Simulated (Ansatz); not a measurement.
**Structural relaxation of random alloy of the bcc W-Ti line, x = 0.375 (64 atoms)**

Wanted: the relaxed structure of random alloy of the bcc W-Ti line, x = 0.375 (64 atoms) and its electronic structure.

Method: Kohn-Sham DFT, PBE, PAW (set soft_2), plane waves, in Ansatz 0.2.0.

### 1. The structure

The cell holds 64 atoms: 24 Ti and 40 W. Its edges and angles: a = 12.838 Å, b = 12.838 Å, c = 6.419 Å, α = 90.0°, β = 90.0°, γ = 90.0°. It derives from W (bcc W-Ti) and Ti, repeated 4×4×2. Bcc W-Ti: 64 atoms, 24 of 64 W sites given to Ti at random, cell and internal coordinates interpolated linearly between the end members (Vegard's rule); not relaxed, displaced by a Gaussian of 0.02 Å. Lattice constants are starting values near those of PBE.

What the set-up can't give: The host structure and its lattice constant were typed by rule, without a check against the phase diagram. No spin–orbit coupling is included, so levels derived from the heavy atoms are approximate.

### 2. Single point at the start

The forces at the start show how far the geometry lies from a minimum of this functional.

Contents of input.yaml:

```yaml
crystal:
  lattice:
    - [12.8375, 0.0, 0.0]
    - [0.0, 12.8375, 0.0]
    - [0.0, 0.0, 6.41875]
  atoms:
    - { symbol: Ti, position: [0.00253, 0.99905, 0.99835] }
    - { symbol: W, position: [0.12333, 0.12635, 0.24283] }
    - { symbol: Ti, position: [0.00272, 0.99881, 0.50099] }
    - { symbol: Ti, position: [0.12461, 0.12728, 0.74358] }
    - { symbol: W, position: [0.9995, 0.2494, 0.00353] }
    - { symbol: W, position: [0.12329, 0.37473, 0.24726] }
    - { symbol: Ti, position: [7.0e-05, 0.25091, 0.49657] }
    - { symbol: W, position: [0.12678, 0.3764, 0.75157] }
    - { symbol: W, position: [0.0014, 0.49893, 0.99962] }
    - { symbol: W, position: [0.12354, 0.62458, 0.25165] }
    - { symbol: W, position: [0.99892, 0.49938, 0.49786] }
    - { symbol: W, position: [0.12368, 0.62395, 0.74996] }
    - { symbol: Ti, position: [0.99826, 0.75037, 0.00517] }
    - { symbol: W, position: [0.12616, 0.8747, 0.24723] }
    - { symbol: W, position: [0.99884, 0.75264, 0.50016] }
    - { symbol: W, position: [0.12401, 0.8753, 0.75654] }
    - { symbol: Ti, position: [0.25019, 0.00096, 0.00094] }
    - { symbol: W, position: [0.37445, 0.12322, 0.24891] }
    - { symbol: Ti, position: [0.24967, 0.00091, 0.50261] }
    - { symbol: W, position: [0.37645, 0.12544, 0.75276] }
    - { symbol: W, position: [0.24882, 0.25195, 0.0016] }
    - { symbol: W, position: [0.37454, 0.37576, 0.24976] }
    - { symbol: Ti, position: [0.25176, 0.25237, 0.50681] }
    - { symbol: Ti, position: [0.37282, 0.37275, 0.74843] }
    - { symbol: W, position: [0.25025, 0.50137, 0.00098] }
    - { symbol: Ti, position: [0.37185, 0.62452, 0.25258] }
    - { symbol: Ti, position: [0.25036, 0.50119, 0.49931] }
    - { symbol: Ti, position: [0.37469, 0.62529, 0.75128] }
    - { symbol: W, position: [0.25031, 0.75019, 0.99791] }
    - { symbol: W, position: [0.37559, 0.87519, 0.25352] }
    - { symbol: Ti, position: [0.25187, 0.75029, 0.49883] }
    - { symbol: W, position: [0.374, 0.87566, 0.75024] }
    - { symbol: W, position: [0.49946, 7.0e-05, 0.99807] }
    - { symbol: Ti, position: [0.62609, 0.1243, 0.25382] }
    - { symbol: W, position: [0.50063, 0.00092, 0.49659] }
    - { symbol: W, position: [0.62526, 0.12615, 0.74703] }
    - { symbol: W, position: [0.49959, 0.25005, 0.99572] }
    - { symbol: W, position: [0.62549, 0.37632, 0.24732] }
    - { symbol: Ti, position: [0.50055, 0.24796, 0.49988] }
    - { symbol: Ti, position: [0.62248, 0.37675, 0.75127] }
    - { symbol: Ti, position: [0.49996, 0.49879, 0.00397] }
    - { symbol: W, position: [0.62806, 0.62211, 0.25385] }
    - { symbol: W, position: [0.50254, 0.50053, 0.49626] }
    - { symbol: Ti, position: [0.62635, 0.62472, 0.74812] }
    - { symbol: W, position: [0.49808, 0.75086, 0.00247] }
    - { symbol: W, position: [0.62403, 0.87581, 0.24643] }
    - { symbol: Ti, position: [0.50125, 0.75007, 0.49942] }
    - { symbol: W, position: [0.62484, 0.87635, 0.75234] }
    - { symbol: W, position: [0.75082, 0.00021, 0.00024] }
    - { symbol: Ti, position: [0.87596, 0.12536, 0.25213] }
    - { symbol: W, position: [0.74952, 0.99621, 0.50324] }
    - { symbol: W, position: [0.87841, 0.12569, 0.74969] }
    - { symbol: W, position: [0.74979, 0.24981, 5.0e-05] }
    - { symbol: Ti, position: [0.87325, 0.37419, 0.24689] }
    - { symbol: Ti, position: [0.75039, 0.24954, 0.50154] }
    - { symbol: W, position: [0.87473, 0.37654, 0.75067] }
    - { symbol: W, position: [0.75341, 0.49705, 0.99798] }
    - { symbol: Ti, position: [0.8764, 0.62894, 0.24923] }
    - { symbol: Ti, position: [0.75007, 0.49965, 0.50415] }
    - { symbol: W, position: [0.87455, 0.62606, 0.749] }
    - { symbol: W, position: [0.74802, 0.75049, 0.00157] }
    - { symbol: W, position: [0.87701, 0.87483, 0.24808] }
    - { symbol: W, position: [0.75088, 0.75038, 0.50087] }
    - { symbol: W, position: [0.87489, 0.87681, 0.75115] }
kpoints:
  mp_grid: { grid: [2, 2, 3] }
hamiltonian:
  xc: pbe
scf:
  occupations: { method: fermi_dirac, width: 0.1 }
output:
  forces: true
```

Run with:

```bash
> ansatz run input.yaml --threads 4 --pin off --max-ram 15872MiB --backend cpu --events-out ev --progress --plain --runs-dir out
```

Numbers of over 12 decimals in the logs are rounded to 6 here.

The program printed:

```text
Engine: ansatz 0.2.0, aarch64-unknown-linux-gnu
Pseudopotentials: kind: paw
Pseudopotential: Ti, paw, valence charge 12, recommended cutoff 420 eV (normal), Ti.paw.azcp
Pseudopotential: W, paw, valence charge 14, recommended cutoff 420 eV (normal), W.paw.azcp
[... 5 lines on functional and potentials left out ...]
Crystal: 64 atoms, lattice volume = 1057.819 Å³
Basis set: ecut = 420 eV, 20621 PW (Γ), exchange–correlation on 180×180×90 points (8 copies of the dense FFT grid, shifted against one another)
Bands: 509, of which v1, the nominal top of the filled ones, is band 424 counted from 1 (423 counted from 0)
Symmetry: 1 space group operations
Space group: P1 (ITA 1), of the structure as read, at distance tolerance 1.0e-4 Å
k-points: 8 of 12 (time reversal used)
[... 5 lines on functional and potentials left out ...]
Initial density: superposition of atomic densities (neutral atoms: chi_scale 0, normalization atom), corrected by the library's trained network
Initial wavefunctions: pseudopotential atomic-orbital guess
Functional: x = pbe(κ = 0.804, μ = 0.219515), c = pbe(β = 0.066725)
SCF iter   1: F=—  HF=-475386.585748 eV  |F-HF|=—  |Δ(HF+E_count)|=         —  Δρ=7.84e-3  dr2=2.53e0  ethr=1.77e-3  ⟨swp⟩=9.5  Hψ=22184  notcnv=0  defer=1
preconditioner: auto → Kerker (q_TF=auto, 2.630 Å⁻¹)  [metal: Δε(μ)=0.003 eV  Ē_g=3.983 eV  σ=0.100 eV  W_gap=0.01  n_scr=300 (ndim 8)  ℏωp=20.9 eV  f_vac=0.000  D(μ)=75.13/eV (n_scr^D=830)]
SCF iter   2: F=—  HF=-475386.442162 eV  |F-HF|=—  |Δ(HF+E_count)|=   1.44e-1  Δρ=3.69e-3  dr2=6.10e-1  ethr=2.98e-4  ⟨swp⟩=2.2  Hψ=5351  notcnv=0  defer=1
SCF iter   3: F=—  HF=-475386.398528 eV  |F-HF|=—  |Δ(HF+E_count)|=   4.36e-2  Δρ=5.98e-4  dr2=6.49e-3  ethr=7.19e-5  ⟨swp⟩=2.0  Hψ=4200  notcnv=0  defer=1
SCF iter   4: F=—  HF=-475386.397829 eV  |F-HF|=—  |Δ(HF+E_count)|=   6.99e-4  Δρ=1.39e-4  dr2=3.62e-4  ethr=7.65e-7  ⟨swp⟩=2.1  Hψ=5576  notcnv=0
SCF iter   5: F=—  HF=-475386.397805 eV  |F-HF|=—  |Δ(HF+E_count)|=   2.40e-5  Δρ=3.71e-5  dr2=1.88e-5  ethr=4.26e-8  ⟨swp⟩=2.0  Hψ=5565  notcnv=0
SCF iter   6: F=—  HF=-475386.397737 eV  |F-HF|=—  |Δ(HF+E_count)|=   6.81e-5  Δρ=1.04e-5  dr2=1.29e-6  ethr=2.21e-9  ⟨swp⟩=2.0  Hψ=5367  notcnv=0
SCF iter   7: F=—  HF=-475386.397736 eV  |F-HF|=—  |Δ(HF+E_count)|=   1.62e-7  Δρ=2.58e-6  dr2=1.17e-7  ethr=1.18e-11  ⟨swp⟩=4.1  Hψ=12475  notcnv=0
SCF iter   8: F=-475386.397736 eV  HF=-475386.397736 eV  |F-HF|=2.79e-9  |Δ(HF+E_count)|=   5.12e-9  Δρ=4.97e-7  dr2=3.57e-9  ethr=1.18e-11  ⟨swp⟩=3.0  Hψ=10471  notcnv=0
SCF 1 converged in 8 iterations: F = -475386.397736 eV  dr2 = 3.57e-9
  greatest PAW one-centre occupation: 1.000 electrons in one spin orbital (limit 2), on the W atom at site 42 (counted from 0), in its partial waves of l = 0
SCF converged after 8 iterations
Free energy (F): -475386.397736 eV
Harris-Foulkes:  -475386.397736 eV  (|F-HF|=2.79e-9)
Internal energy: -475383.915006 eV  (E = F + TS)
E sigma→0 (E₀):  -475385.156371 eV
Entropy (-TS):   -2.482730 eV (-38.793 meV/atom)
Fermi energy:    18.233865 eV
--- Per-component energies (eV) ---
  E_band       = -7571.546890
  E_kinetic    = 24480.876814
  E_local      = -44561.477803  (includes V_loc(G=0)·N_el)
  E_nonlocal   = 218.698359
  E_hartree    = 16917.292143
  E_xc         = -12995.343191
  E_vxc        = -12451.591517  (∫ρ·V_xc dr)
  E_paw        = -367636.787856  (= ΣΔE_a)
  E_vpaw       = -9092.635718  (= ΣTr[D̂ρ^β])
  E_aug_tail   = 0.000523  (compensation charges beyond the density's cutoff)
  E_ewald      = -91807.173995
  E_smearing   = -2.482730  (= −TS)
  E_closure    = 0.000000  (closes the sum)
  Σ components = -475386.397736   (vs F -475386.397736, Δ=0.00e0)
--- Forces (eV/Å), atoms counted from 1 ---
  atom   1  Ti    -0.08199679    -0.32523210     0.03647792
  atom   2  W      0.27966339     0.48622612    -0.00004571
  atom   3  Ti    -0.00147575    -0.10381090    -0.13558476
  atom   4  Ti    -0.10705308     0.25503783     0.65776335
  atom   5  W      0.28713111     0.12924169    -0.66334929
  atom   6  W     -0.01121899     0.41480040    -0.07181093
  atom   7  Ti     0.19325540     0.05474984     0.27083792
  atom   8  W     -0.33442123    -0.12077197     0.39919950
  atom   9  W      0.05620571     0.42981889    -0.32835590
  atom  10  W      0.06692830    -0.03895367    -0.26015567
  atom  11  W      0.45522925     0.09842203     0.34104900
  atom  12  W      0.05010216     0.00459104     0.16816800
  atom  13  Ti     0.48503195     0.28394065    -0.54644841
  atom  14  W     -0.00115296    -0.35425107     0.22188289
[...]
atom  63  W     -0.23826136     0.06272304    -0.05963686
  atom  64  W     -0.59670920    -0.27868092    -0.09739364
  max |Σ_I F_I| component: 1.79e-5 eV/Å
```

It took 4.6 min on 4 threads of Arm Neoverse V1, shared host; peak memory 8.9 GiB; 16 min of CPU time.

The run gave:

| Item | Value |
| --- | --- |
| free energy | -475386.3977 eV |
| free energy per atom | -7427.9125 eV/atom |
| SCF cycles | 8 |
| r.m.s. force component | 0.3619 eV/Å |
| longest force | 1.147 eV/Å |
| Fermi energy | 18.23 eV |

The r.m.s. force component of 0.36 eV/Å sets the starting point.

Length of the force by element:

```
element  coordination  atoms  mean length of the force (eV/Å)  spread  least   most
     Ti           all     24                            0.539   0.222  0.171  0.962
      W           all     40                            0.613   0.222  0.175   1.15
```

### 3. Cell and atoms relaxed

The cell is relaxed with the atoms, since the starting lattice needn't suit this functional.

input.yaml, as its differences from that of step 2:

```diff
@@ -15 +15,5 @@
   forces: true
+relax:
+  f_tol: 0.04
+  max_steps: 150
+  cell: {}
```

The program printed:

```text
[...]
Crystal: 64 atoms, lattice volume = 1057.819 Å³
Basis set: ecut = 420 eV, 20621 PW (Γ), exchange–correlation on 180×180×90 points (8 copies of the dense FFT grid, shifted against one another)
Bands: 509, of which v1, the nominal top of the filled ones, is band 424 counted from 1 (423 counted from 0)
Symmetry: 1 space group operations
[...]
k-points: 8 of 12 (time reversal used)
[...]
SCF iter   1: F=—  HF=-475386.585742 eV  |F-HF|=—  |Δ(HF+E_count)|=         —  Δρ=7.84e-3  dr2=2.53e0  ethr=1.77e-3  ⟨swp⟩=9.9  Hψ=22817  notcnv=0  defer=1
[...]
SCF iter   8: F=-475386.397736 eV  HF=-475386.397736 eV  |F-HF|=2.74e-9  |Δ(HF+E_count)|=   5.01e-9  Δρ=4.96e-7  dr2=3.57e-9  ethr=1.18e-11  ⟨swp⟩=3.0  Hψ=10470  notcnv=0
SCF 1 converged in 8 iterations: F = -475386.397736 eV  dr2 = 3.57e-9
[...]
relax step   1: F+E_penalty+E_count = -475386.39773648 eV  Δ(F+E_penalty+E_count) = +0.000e0 eV  max|allowed force component| = 1.079e0 eV/Å  Δτ_max = 0.0000 Å  P = -4.920 GPa  Ω = 1057.819 Å³  (8 SCF iters, dr2 threshold 1.00e-7 eV, accepted)
[...]
relax step   2: F+E_penalty+E_count = -475381.64973970 eV  Δ(F+E_penalty+E_count) = +4.748e0 eV  max|allowed force component| = 2.799e0 eV/Å  Δτ_max = 0.1985 Å  P = +18.759 GPa  Ω = 971.980 Å³  energy of the carried Pulay correction = +2.662e-2 eV  (7 SCF iters, dr2 threshold 6.40e-6 eV, rejected (line search))
[...]
relax step   3: F+E_penalty+E_count = -475387.67996355 eV  Δ(F+E_penalty+E_count) = -1.282e0 eV  max|allowed force component| = 1.532e-1 eV/Å  Δτ_max = 0.0869 Å  P = +0.900 GPa  Ω = 1032.325 Å³  energy of the carried Pulay correction = +7.677e-3 eV  (10 SCF iters, accepted)
[...]
relax step   4: F+E_penalty+E_count = -475387.70550063 eV  Δ(F+E_penalty+E_count) = -2.554e-2 eV  max|allowed force component| = 3.248e-2 eV/Å  Δτ_max = 0.0206 Å  P = -0.017 GPa  Ω = 1036.645 Å³  energy of the carried Pulay correction = +6.362e-3 eV  (6 SCF iters, dr2 threshold 2.45e-6 eV, accepted)
[...]
relax step   5: F+E_penalty+E_count = -475387.70671417 eV  Δ(F+E_penalty+E_count) = -1.214e-3 eV  max|allowed force component| = 1.806e-2 eV/Å  Δτ_max = 0.0081 Å  P = +0.013 GPa  Ω = 1036.535 Å³  energy of the carried Pulay correction = +6.396e-3 eV  (6 SCF iters, dr2 threshold 1.81e-8 eV, accepted)
[...]
relax step   6: F+E_penalty+E_count = -475387.70032080 eV  Δ(F+E_penalty+E_count) = +6.393e-3 eV  max|allowed force component| = 1.805e-2 eV/Å  Δτ_max = 0.0000 Å  P = +0.016 GPa  Ω = 1036.535 Å³  stress off target by 4.36e-2 GPa  SCF on the basis re-selected at this cell (its energy is not comparable with the rows above)  (9 SCF iters)
basis re-selected at this cell: Δ(F+E_penalty+E_count) = +6.393e-3 eV, ΔP = +0.003 GPa vs the last step (what re-selecting the basis moved, of the pressure what is left beyond the Pulay correction that the steps carried, after the strain that the cell walked since its last selection, [...]
SCF converged after 9 iterations
Free energy (F): -475387.700321 eV
[...]
Internal energy: -475385.374762 eV  (E = F + TS)
E sigma→0 (E₀):  -475386.537541 eV
Entropy (-TS):   -2.325559 eV (-36.337 meV/atom)
Fermi energy:    18.684094 eV
[...]
--- Forces (eV/Å), atoms counted from 1 ---
  atom   1  Ti    -0.00066663     0.00058568     0.00779211
  atom   2  W     -0.01000849     0.00507478     0.00493847
  atom   3  Ti    -0.00105210     0.01269550     0.01482592
  atom   4  Ti     0.00583028    -0.00521746     0.00205907
  atom   5  W      0.00134876    -0.00031215     0.00104186
  atom   6  W      0.00609693    -0.00013894    -0.00370176
  atom   7  Ti    -0.01180487    -0.00094841    -0.00729630
  atom   8  W      0.00819066     0.00047332     0.00202440
  atom   9  W      0.00727543    -0.00131912    -0.00184291
  atom  10  W     -0.00793310    -0.00618486    -0.00024976
  atom  11  W     -0.00693203     0.00698364     0.00680200
  atom  12  W      0.00433513     0.00176811    -0.00584118
  atom  13  Ti     0.00784800     0.00166030     0.00540517
  atom  14  W      0.00497093    -0.00126583     0.00636118
[...]
atom  63  W     -0.00189521     0.00266168     0.00251324
  atom  64  W      0.00130859    -0.00305646     0.00041892
  max |Σ_I F_I| component: 1.66e-7 eV/Å
--- Stress (GPa, compression-positive) ---
        0.029974       0.012934       0.018461
        0.012934       0.017220      -0.001158
        0.018461      -0.001158      -0.000209
  P = ⅓ Tr σ = 0.0157 GPa (0.157 kbar)
--- Relaxed structure (5 steps of the walk, 4 accepted, 1 SCFs on fresh bases) ---
  F+E_penalty+E_count = -475387.70032080 eV   max|allowed force component| = 1.805e-2 eV/Å   (the final SCF, on the basis selected at the relaxed cell)
  cell:  # Å, volume = 1036.5350 Å³
    - [12.742060, -0.0010203, 0.000515513]
    - [-0.0010203, 12.738731, -0.00355473]
    - [0.000257757, -0.00177736, 6.385843]
  atoms:
    - { symbol: Ti, position: [0.00124915, 0.994627, 0.998000] }
    - { symbol: W, position: [0.125045, 0.128139, 0.238826] }
    - { symbol: Ti, position: [0.00146064, 0.999237, 0.496699] }
    - { symbol: Ti, position: [0.124556, 0.128971, 0.757925] }
[...]
- { symbol: W, position: [0.872924, 0.874480, 0.746536] }
```

It took 26 min on 4 threads; peak memory 9 GiB; 1.7 h of CPU time.

The steps of the relaxation:

```
step  energy less that of the first step (eV)  largest force component (eV/Å)  pressure (GPa)  volume (Å³)
   1                                   0.0000                          1.0785           -4.92      1057.82
   2                                   4.7480                          2.7985           18.76       971.98
   3                                  -1.2822                          0.1532            0.90      1032.32
   4                                  -1.3078                          0.0325           -0.02      1036.65
   5                                  -1.3090                          0.0181            0.01      1036.54
  6*                                  -1.3026                          0.0180            0.02      1036.54
```

Relaxation steps marked * repeat the geometry before them on a plane-wave basis chosen anew for their cell, so energy and pressure can jump there. Relaxation step 2 was tried and not accepted.

```
     cell as run  before   after  change
           a (Å)  12.838  12.742  -0.7 %
           b (Å)  12.838  12.739  -0.8 %
           c (Å)   6.419   6.386  -0.5 %
           α (°)   90.00   90.03  +0.0 %
volume (Å³/atom)   16.53   16.20  -2.0 %
```

The atoms that moved most (Å, as changes of fractional coordinates times the final cell):

```
atom      dx      dy      dz  length
 Ti4  -0.001   0.022   0.092   0.094
Ti50  -0.064  -0.010  -0.061   0.089
Ti24   0.043   0.063   0.038   0.085
 W57  -0.061   0.048   0.029   0.083
Ti23  -0.016  -0.018  -0.075   0.079
Ti41   0.032  -0.012   0.070   0.078
Ti26   0.034   0.022  -0.066   0.078
Ti28   0.011  -0.011   0.075   0.077
```

The relaxation changed the energy by -20.4 meV/atom, and atoms moved by 0.051 Å r.m.s., 0.094 Å at most.

### 4. Distances and neighbours after relaxation

Density 13.6 g/cm³, 16.20 Å³ an atom.

Pair distribution functions g(r), in bins of 0.1 Å:

```
r (Å)  total    W-W   W-Ti  Ti-Ti
 2.55   0.00   0.00   0.00   0.00
 2.65   0.28   0.14   0.48   0.00
 2.75  12.00  13.50  12.20   7.47
 2.85   1.21   0.00   0.86   5.73
 2.95   0.00   0.00   0.00   0.00
 3.05   0.21   0.00   0.18   0.91
 3.15   4.82   4.61   5.16   4.31
 3.25   2.47   2.97   2.13   2.20
 3.35   0.11   0.00   0.15   0.26
 3.45   0.00   0.00   0.00   0.00
 3.55   0.00   0.00   0.00   0.00
 3.65   0.00   0.00   0.00   0.00
 3.75   0.00   0.00   0.00   0.00
 3.85   0.00   0.00   0.00   0.00
 3.95   0.00   0.00   0.00   0.00
 4.05   0.00   0.00   0.00   0.00
 4.15   0.00   0.00   0.00   0.00
 4.25   0.00   0.00   0.00   0.00
 4.35   0.02   0.00   0.04   0.00
 4.45   3.39   3.35   3.23   4.02
 4.55   4.07   4.02   4.55   2.63
 4.65   0.13   0.10   0.04   0.54
 4.75   0.00   0.00   0.00   0.00
 4.85   0.00   0.00   0.00   0.00
 4.95   0.00   0.00   0.00   0.00
 5.05   0.00   0.00   0.00   0.00
 5.15   0.03   0.00   0.06   0.00
 5.25   7.74   7.79   7.83   7.25
 5.35   3.29   2.94   3.72   2.82
 5.45   1.08   0.83   1.18   1.44
 5.55   2.23   2.49   2.13   1.86
 5.65   0.09   0.07   0.08   0.18
 5.75   0.00   0.00   0.00   0.00
 5.85   0.00   0.00   0.00   0.00
 5.95   0.00   0.00   0.00   0.00
 6.05   0.00   0.00   0.00   0.00
 6.15   0.00   0.00   0.00   0.00
 6.25   0.02   0.00   0.04   0.00
 6.35   1.61   1.96   1.04   2.54
 6.45   0.27   0.28   0.27   0.28
 6.55   0.00   0.00   0.00   0.00
 6.65   0.00   0.00   0.00   0.00
 6.75   0.00   0.00   0.00   0.00
 6.85   0.49   0.35   0.44   1.09
```

[end of part 1 of 2]

[Logs are printed without paths, hosts, clocks, repeated set-up lines and the standing remarks that a program may print on its own settings, such as how far it seeks lower states.]

[Hosts, paths, dates, database ids (printed as entryN), source tags and the programs' standing remarks are cut or masked in the printed files.]
